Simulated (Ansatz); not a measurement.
Reflectivity of Ru (P6_3/mmc) at normal incidence (Ansatz, LDA, independent particles, without spin-orbit coupling, line width 0.1 eV (Gaussian), carrier damping 0.05 eV):

```
E (eV)  R (%)
  1.00   75.8
  1.25   54.4
  1.50   59.7
  1.75   65.0
  2.00   69.0
  2.25   74.2
  2.50   74.5
  2.75   72.4
  3.00   72.2
  3.25   79.3
  3.50   80.0
  3.75   79.2
  4.00   78.9
  4.25   76.5
  4.50   72.0
  4.75   73.7
  5.00   78.1
```

Question: What colour would a polished face show in daylight?

Answer: Light grey: CIE x = 0.309, y = 0.333, luminous reflectivity 74 % under D65, from the mean over the axes.

[Logs are printed without paths, hosts, clocks, repeated set-up lines and the standing remarks that a program may print on its own settings, such as how far it seeks lower states.]
